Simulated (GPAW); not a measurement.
## WS2 (Tungstenite): optical spectrum from first principles

Wanted: where WS2 (Tungstenite) starts to absorb, how strongly, and its refractive index. The cell comes from an older database entry, whose edges can differ from later determinations, mostly by under a per cent.

Method: DFT, LDA, plane-wave PAW (GPAW data sets), scalar-relativistic, RPA, optical limit, in GPAW 26.7.0.

Most raw output is cut from this account.

The database entry behind the starting cell differs from later determinations by our own check (an axis about 1.4 % long against later determinations), so it need not match the best structure at ambient conditions.

### 1. The starting structure

Symmetry: P6_3/mmc, No. 194, hexagonal system. The conventional cell has a = 3.180 Å, b = 3.180 Å, c = 12.500 Å, α = 90.00°, β = 90.00°, γ = 120.00°. W has 6 S at 2.41 Å nearest. Nearest to S lie 3 W at 2.41 Å. Farther neighbours and most contacts between anions are not listed.

### 2. Ground state

The self-consistent density comes first; it also tells whether there is a gap, which decides the occupations and the need for a Drude term.

This step: DFT, LDA, plane-wave PAW (GPAW data sets), scalar-relativistic, ground state (GPAW 26.7.0).

gs.py

```python
from ase import Atoms
from ase.dft.bandgap import bandgap
from gpaw import GPAW, PW, FermiDirac

atoms = Atoms(['W', 'W', 'S', 'S', 'S', 'S'],
              cell=[[3.180000000000, 0.000000000000, 0.000000000000],
                    [-1.590000000000, 2.753960784000, 0.000000000000],
                    [0.000000000000, 0.000000000000, 12.500000000000]],
              scaled_positions=[[0.666666666700, 0.333333333300, 0.750000000000],
                                [0.333333333300, 0.666666666700, 0.250000000000],
                                [0.666666666700, 0.333333333300, 0.375000000000],
                                [0.333333333300, 0.666666666700, 0.875000000000],
                                [0.666666666700, 0.333333333300, 0.125000000000],
                                [0.333333333300, 0.666666666700, 0.625000000000]],
              pbc=[True, True, True])
atoms.calc = GPAW(mode=PW(500), xc='LDA', kpts={'size': (9, 9, 2), 'gamma': True},
                  occupations=FermiDirac(0.05), maxiter=150, txt='gs.txt')
print('energy (eV)', atoms.get_potential_energy())
print('Fermi level (eV)', atoms.calc.get_fermi_level())
print('valence electrons', atoms.calc.get_number_of_electrons())
print('gap (eV)', bandgap(atoms.calc, output=None)[0])
print('direct gap (eV)', bandgap(atoms.calc, direct=True, output=None)[0])
atoms.calc.write('gs.gpw')
```

On the command line:

```
$ OMP_NUM_THREADS=1 python gs.py
```

Elapsed: 2.3 min, on 1 thread of Intel Xeon at 2.50GHz (Skylake/Cascade Lake), shared host; peak memory 0.21 GiB.

Read-outs, printed or worked out from the files:

| Quantity | Value |
| --- | --- |
| energy | -49.83 eV |
| Fermi energy | 8.643 eV |
| gap on the k-mesh | 1.067 eV |
| direct gap on the mesh | 1.718 eV |
| electrons | 52 |

There is a gap, 1.07 eV on this mesh (points off the mesh can give less), so no carriers' term is needed.

### 3. Bands for the response

The response needs many more empty bands than the density does.

This step: DFT, LDA, plane-wave PAW (GPAW data sets), scalar-relativistic, bands at fixed density (GPAW 26.7.0).

nscf.py

```python
from ase.dft.bandgap import bandgap
from gpaw import GPAW, FermiDirac

calc = GPAW('gs.gpw').fixed_density(kpts={'size': (12, 12, 3), 'gamma': True}, nbands=81, convergence={'bands': 75},
                                    occupations=FermiDirac(0.001), txt='nscf.txt')
print('gap (eV)', bandgap(calc, output=None)[0])
print('direct gap (eV)', bandgap(calc, direct=True, output=None)[0])
print('top band over the Fermi level (eV)', min(calc.get_eigenvalues(kpt=k)[74] for k in range(len(calc.get_ibz_k_points()))) - calc.get_fermi_level())
calc.write('full.gpw', mode='all')
```

On the command line:

```
$ OMP_NUM_THREADS=1 python nscf.py
```

Run time: 15 min. Hardware: 1 thread; peak memory 0.4 GiB.

Read-outs, printed or worked out from the files:

```
gap on the k-mesh : 0.9687 eV
```

### 4. Dielectric function, RPA

Transitions between filled and empty bands, summed over the zone, give the optical response, so mesh, band count and broadening shape it.

The induced potential is part of this response.

This step: DFT, LDA, plane-wave PAW (GPAW data sets), scalar-relativistic, RPA, optical limit (GPAW 26.7.0).

df.py

```python
from gpaw.response.df import DielectricFunction

df = DielectricFunction('full.gpw', frequencies={'type': 'nonlinear', 'domega0': 0.03, 'omega2': 8},
                        ecut=50,
                        eta=0.15,
                        nbands=75,
                        txt='df.txt')
for direction in ['x', 'z']:
    df.get_dielectric_function(xc='RPA', direction=direction, filename=f'df_{direction}.csv')
```

On the command line:

```
$ OMP_NUM_THREADS=1 python df.py
```

Run time: 3.1 min. Hardware: 1 thread; peak memory 0.42 GiB.

Read-outs, printed or worked out from the files:

- electronic dielectric constant ε∞, mean over x, y and z (by symmetry where fewer were run): 10.25
- main peak of Im epsilon, first axis: 3.345 eV

Some rows of df_x.csv (energy; Re and Im without local fields; Re and Im with them):

```text
0.000000, 13.429602, -0.000000, 12.655445, -0.000000
0.429336, 13.623220, 0.140878, 12.830260, 0.126997
0.878195, 14.315711, 0.349448, 13.452699, 0.312691
1.347938, 15.988258, 0.890708, 14.939189, 0.783263
1.840057, 17.467945, 4.187759, 16.275606, 3.650870
2.356191, 21.815088, 11.550650, 20.474630, 9.124697
2.898142, 12.922655, 16.442319, 14.499373, 14.873508
3.467895, 6.497880, 14.742110, 7.248442, 15.867238
4.067647, 5.724999, 12.167765, 4.556723, 12.784541
4.699832, 2.187560, 13.525632, 1.436259, 12.907342
5.367152, -0.089589, 9.730505, -0.639007, 9.082369
6.072622, -1.052765, 9.816195, -1.012962, 8.971584
6.819608, -2.025068, 7.062779, -1.607480, 6.548954
7.611886, -1.952621, 4.979303, -2.066612, 4.784743
8.453705, -0.560007, 4.407775, -0.687128, 4.172924
9.349861, -0.449398, 4.321878, -0.770700, 3.948885
10.305790, -0.546580, 3.866406, -0.681515, 3.141127
11.327680, -1.465029, 3.923439, -1.155840, 3.276781
12.422601, -1.458456, 2.695653, -1.132817, 2.267980
13.598673, -1.446818, 2.012744, -1.099569, 1.665376
```

Values under the direct gap are tails of Lorentzian lines. Table of Im ε by photon energy; read off at these points:

| photon energy (eV) | E ∥ x | E ∥ z |
| --- | --- | --- |
| 0.00 | 0 | 0 |
| 0.50 | 0.151 | 0.0269 |
| 1.00 | 0.388 | 0.0624 |
| 1.50 | 1.23 | 0.126 |
| 2.00 | 3.21 | 0.313 |
| 2.50 | 11.9 | 1.96 |
| 3.00 | 15.5 | 3.57 |
| 3.34 | 16.1 | 2.93 |
| 3.50 | 15.6 | 2.77 |
| 4.00 | 12.6 | 2.40 |
| 4.50 | 13.2 | 2.29 |
| 4.61 | 13.6 | 2.15 |
| 5.00 | 11.5 | 2.30 |
| 5.50 | 8.66 | 2.17 |
| 6.00 | 9.19 | 2.44 |
| 6.50 | 7.27 | 2.63 |
| 7.00 | 6.38 | 2.88 |
| 7.50 | 5.33 | 3.29 |
| 8.00 | 4.11 | 3.64 |
| 8.50 | 4.24 | 4.32 |
| 9.00 | 3.58 | 5.23 |
| 9.50 | 3.86 | 6.04 |
| 10.00 | 3.42 | 5.73 |
| 10.50 | 3.16 | 5.14 |
| 11.00 | 3.55 | 5.74 |
| 11.50 | 3.07 | 7.60 |
| 12.00 | 2.62 | 5.37 |
| 12.50 | 2.23 | 3.51 |
| 13.00 | 2.09 | 2.66 |
| 13.50 | 1.85 | 2.04 |

The Re ε by photon energy:

| photon energy (eV) | E ∥ x | E ∥ z |
| --- | --- | --- |
| 0.0 | 12.7 | 5.44 |
| 0.5 | 12.9 | 5.49 |
| 1.0 | 13.7 | 5.63 |
| 1.5 | 15.8 | 5.93 |
| 2.0 | 16.8 | 6.56 |
| 2.5 | 18.0 | 7.95 |
| 3.0 | 12.7 | 5.63 |
| 3.5 | 6.81 | 4.48 |
| 4.0 | 4.66 | 4.36 |
| 4.5 | 3.95 | 4.31 |
| 5.0 | 0.111 | 4.40 |
| 5.5 | 0.139 | 4.47 |
| 6.0 | -0.689 | 4.54 |
| 6.5 | -1.66 | 4.64 |
| 7.0 | -1.60 | 4.57 |
| 7.5 | -2.11 | 4.61 |
| 8.0 | -1.30 | 4.81 |
| 8.5 | -0.777 | 4.71 |
| 9.0 | -0.377 | 4.33 |
| 9.5 | -0.858 | 3.32 |
| 10.0 | -0.836 | 1.90 |
| 10.5 | -0.461 | 2.16 |
| 11.0 | -0.586 | 1.98 |
| 11.5 | -1.08 | -0.0783 |
| 12.0 | -1.37 | -2.12 |
| 12.5 | -1.12 | -1.91 |
| 13.0 | -0.967 | -1.41 |
| 13.5 | -1.19 | -1.02 |

Refractive index n and extinction k against photon energy:

| photon energy (eV) | n, E ∥ x | k, E ∥ x | n, E ∥ z | k, E ∥ z |
| --- | --- | --- | --- | --- |
| 0.0 | 3.56 | 0 | 2.33 | 0 |
| 0.5 | 3.59 | 0.0210 | 2.34 | 0.00575 |
| 1.0 | 3.71 | 0.0523 | 2.37 | 0.0131 |
| 1.5 | 3.97 | 0.154 | 2.43 | 0.0259 |
| 2.0 | 4.12 | 0.390 | 2.56 | 0.0611 |
| 2.5 | 4.45 | 1.34 | 2.84 | 0.344 |
| 3.0 | 4.04 | 1.92 | 2.48 | 0.720 |
| 3.5 | 3.46 | 2.26 | 2.21 | 0.627 |
| 4.0 | 3.01 | 2.10 | 2.16 | 0.555 |
| 4.5 | 2.98 | 2.22 | 2.14 | 0.533 |
| 5.0 | 2.41 | 2.39 | 2.16 | 0.532 |
| 5.5 | 2.10 | 2.06 | 2.17 | 0.500 |
| 6.0 | 2.07 | 2.23 | 2.20 | 0.553 |
| 6.5 | 1.70 | 2.14 | 2.23 | 0.590 |
| 7.0 | 1.58 | 2.02 | 2.23 | 0.646 |
| 7.5 | 1.35 | 1.98 | 2.27 | 0.725 |
| 8.0 | 1.23 | 1.68 | 2.33 | 0.782 |
| 8.5 | 1.33 | 1.60 | 2.36 | 0.916 |
| 9.0 | 1.27 | 1.41 | 2.36 | 1.11 |
| 9.5 | 1.24 | 1.55 | 2.26 | 1.34 |
| 10.0 | 1.16 | 1.48 | 1.99 | 1.44 |
| 10.5 | 1.17 | 1.35 | 1.97 | 1.31 |
| 11.0 | 1.23 | 1.45 | 2.01 | 1.43 |
| 11.5 | 1.04 | 1.47 | 1.94 | 1.96 |
| 12.0 | 0.890 | 1.47 | 1.35 | 1.99 |
| 12.5 | 0.831 | 1.34 | 1.02 | 1.72 |
| 13.0 | 0.817 | 1.28 | 0.894 | 1.49 |
| 13.5 | 0.709 | 1.30 | 0.795 | 1.29 |

The Im ε, E ∥ x has structure finer than the step of the table below, so its rows give means over 0.5 eV, whole bins alone (the curve runs from 0 to 14.0 eV). Peaks (eV: height): without local fields 2.94: 16.6, 4.61: 14.4; with local fields 3.34: 16.1.

Values under the direct gap are tails of Lorentzian lines. Table of Im ε, E ∥ x by photon energy; means over each step:

| photon energy (eV) | without local fields | with local fields |
| --- | --- | --- |
| 0.5 | 0.171 | 0.154 |
| 1.0 | 0.453 | 0.404 |
| 1.5 | 1.72 | 1.50 |
| 2.0 | 4.47 | 3.76 |
| 2.5 | 13.2 | 10.9 |
| 3.0 | 15.8 | 14.9 |
| 3.5 | 14.3 | 15.4 |
| 4.0 | 12.2 | 12.9 |
| 4.5 | 13.3 | 12.8 |
| 5.0 | 12.1 | 11.5 |
| 5.5 | 9.78 | 9.00 |
| 6.0 | 9.88 | 8.98 |
| 6.5 | 8.14 | 7.41 |
| 7.0 | 6.64 | 6.33 |
| 7.5 | 5.38 | 5.22 |
| 8.0 | 4.38 | 4.13 |
| 8.5 | 4.30 | 4.07 |
| 9.0 | 4.00 | 3.73 |
| 9.5 | 4.25 | 3.81 |
| 10.0 | 4.03 | 3.36 |
| 10.5 | 3.98 | 3.20 |
| 11.0 | 4.23 | 3.48 |
| 11.5 | 3.76 | 3.14 |
| 12.0 | 3.11 | 2.67 |
| 12.5 | 2.68 | 2.23 |
| 13.0 | 2.52 | 2.11 |
| 13.5 | 2.23 | 1.86 |

Values under the direct gap are tails of Lorentzian lines. Loss function −Im 1/ε at q → 0 against energy loss; read off at these points:

| energy loss (eV) | E ∥ x | E ∥ z |
| --- | --- | --- |
| 0.00 | 0 | 0 |
| 0.50 | 9.1e-4 | 8.9e-4 |
| 1.00 | 0.00205 | 0.00197 |
| 1.50 | 0.00490 | 0.00359 |
| 2.00 | 0.0110 | 0.00726 |
| 2.50 | 0.0255 | 0.0292 |
| 3.00 | 0.0387 | 0.0804 |
| 3.50 | 0.0537 | 0.0999 |
| 4.00 | 0.0696 | 0.0970 |
| 4.50 | 0.0694 | 0.0961 |
| 5.00 | 0.0868 | 0.0935 |
| 5.50 | 0.115 | 0.0881 |
| 6.00 | 0.108 | 0.0918 |
| 6.50 | 0.131 | 0.0925 |
| 7.00 | 0.147 | 0.0988 |
| 7.50 | 0.162 | 0.103 |
| 8.00 | 0.221 | 0.1000 |
| 8.50 | 0.228 | 0.106 |
| 9.00 | 0.276 | 0.113 |
| 9.50 | 0.247 | 0.127 |
| 10.00 | 0.276 | 0.157 |
| 10.50 | 0.310 | 0.165 |
| 11.00 | 0.274 | 0.156 |
| 11.50 | 0.290 | 0.131 |
| 12.00 | 0.300 | 0.161 |
| 12.50 | 0.358 | 0.220 |
| 13.00 | 0.394 | 0.294 |
| 13.50 | 0.383 | 0.392 |
| 13.86 | 0.511 | 0.535 |

At chosen wavelengths:

| wavelength (nm) | n x | k x | R (%) x | 1/α x | n z | k z | R (%) z | 1/α z |
| --- | --- | --- | --- | --- | --- | --- | --- | --- |
| 1064 | 3.77 | 0.070 | 33.7 | 1.2 µm | 2.39 | 0.016 | 16.8 | 5.1 µm |
| 800 | 4.02 | 0.184 | 36.2 | 346 nm | 2.44 | 0.028 | 17.6 | 2.3 µm |
| 532 | 4.63 | 0.902 | 43.0 | 47 nm | 2.74 | 0.166 | 21.7 | 254 nm |
| 450 | 4.26 | 1.531 | 43.2 | 23 nm | 2.64 | 0.679 | 23.0 | 53 nm |
| 405 | 3.94 | 1.940 | 44.0 | 17 nm | 2.43 | 0.739 | 21.1 | 44 nm |
| 308 | 3.02 | 2.102 | 41.3 | 12 nm | 2.16 | 0.552 | 16.0 | 44 nm |
| 248 | 2.41 | 2.389 | 44.4 | 8.3 nm | 2.16 | 0.532 | 15.9 | 37 nm |

Below the direct gap, k and the depth come from the tails of the Lorentzian lines, not from transitions.

Rows near the edge hang on the gap, which this functional as a rule makes too small, and phonon-assisted absorption is left out.

### 5. Outcome

```
electronic dielectric constant ε∞, mean over x, y and z (by symmetry where fewer were run) (RPA) : 10.3
main peak of Im epsilon, first axis                                                              : 3.34 eV
```

At this level (LDA, RPA) WS2 has a mean ε∞ = 10.3 and n = 3.65 at 1550 nm (E ∥ x), and Im ε peaks at 3.3 eV (E ∥ x). On the mesh the gap is 0.97 eV and the least direct gap 1.72 eV, so on this mesh the band edges lie at different points. Local fields change the static value along x from 13.43 to 12.65 (-6 %). Distinct maxima of Im ε, read by a parabola through the highest points, lie at 3.34 eV (16), 4.59 eV (14) and 5.90 eV (9.4) for E ∥ x. The static values by axis are 12.65 (x), 5.44 (z). Excitons and phonon-assisted transitions are missing; LDA gaps are as a rule too small, which pulls the onset down and ε∞ up. Spin-orbit coupling is left out although heavy atoms are present. The sum runs over mesh points, so small or evenly spaced maxima can still be ripples of the mesh. In this version of GPAW the matrix elements of the optical limit are incomplete, which can lower ε − 1 by up to a tenth where first-row anions or d states rule, and shift it by more in d metals.

[Machine, clock and banner lines and Python warnings are left out of the logs.]

[Logs are printed without paths, hosts, clocks, repeated set-up lines and the standing remarks that a program may print on its own settings, such as how far it seeks lower states.]

[Hosts, paths, dates, database ids (printed as entryN), source tags and the programs' standing remarks are cut or masked in the printed files.]
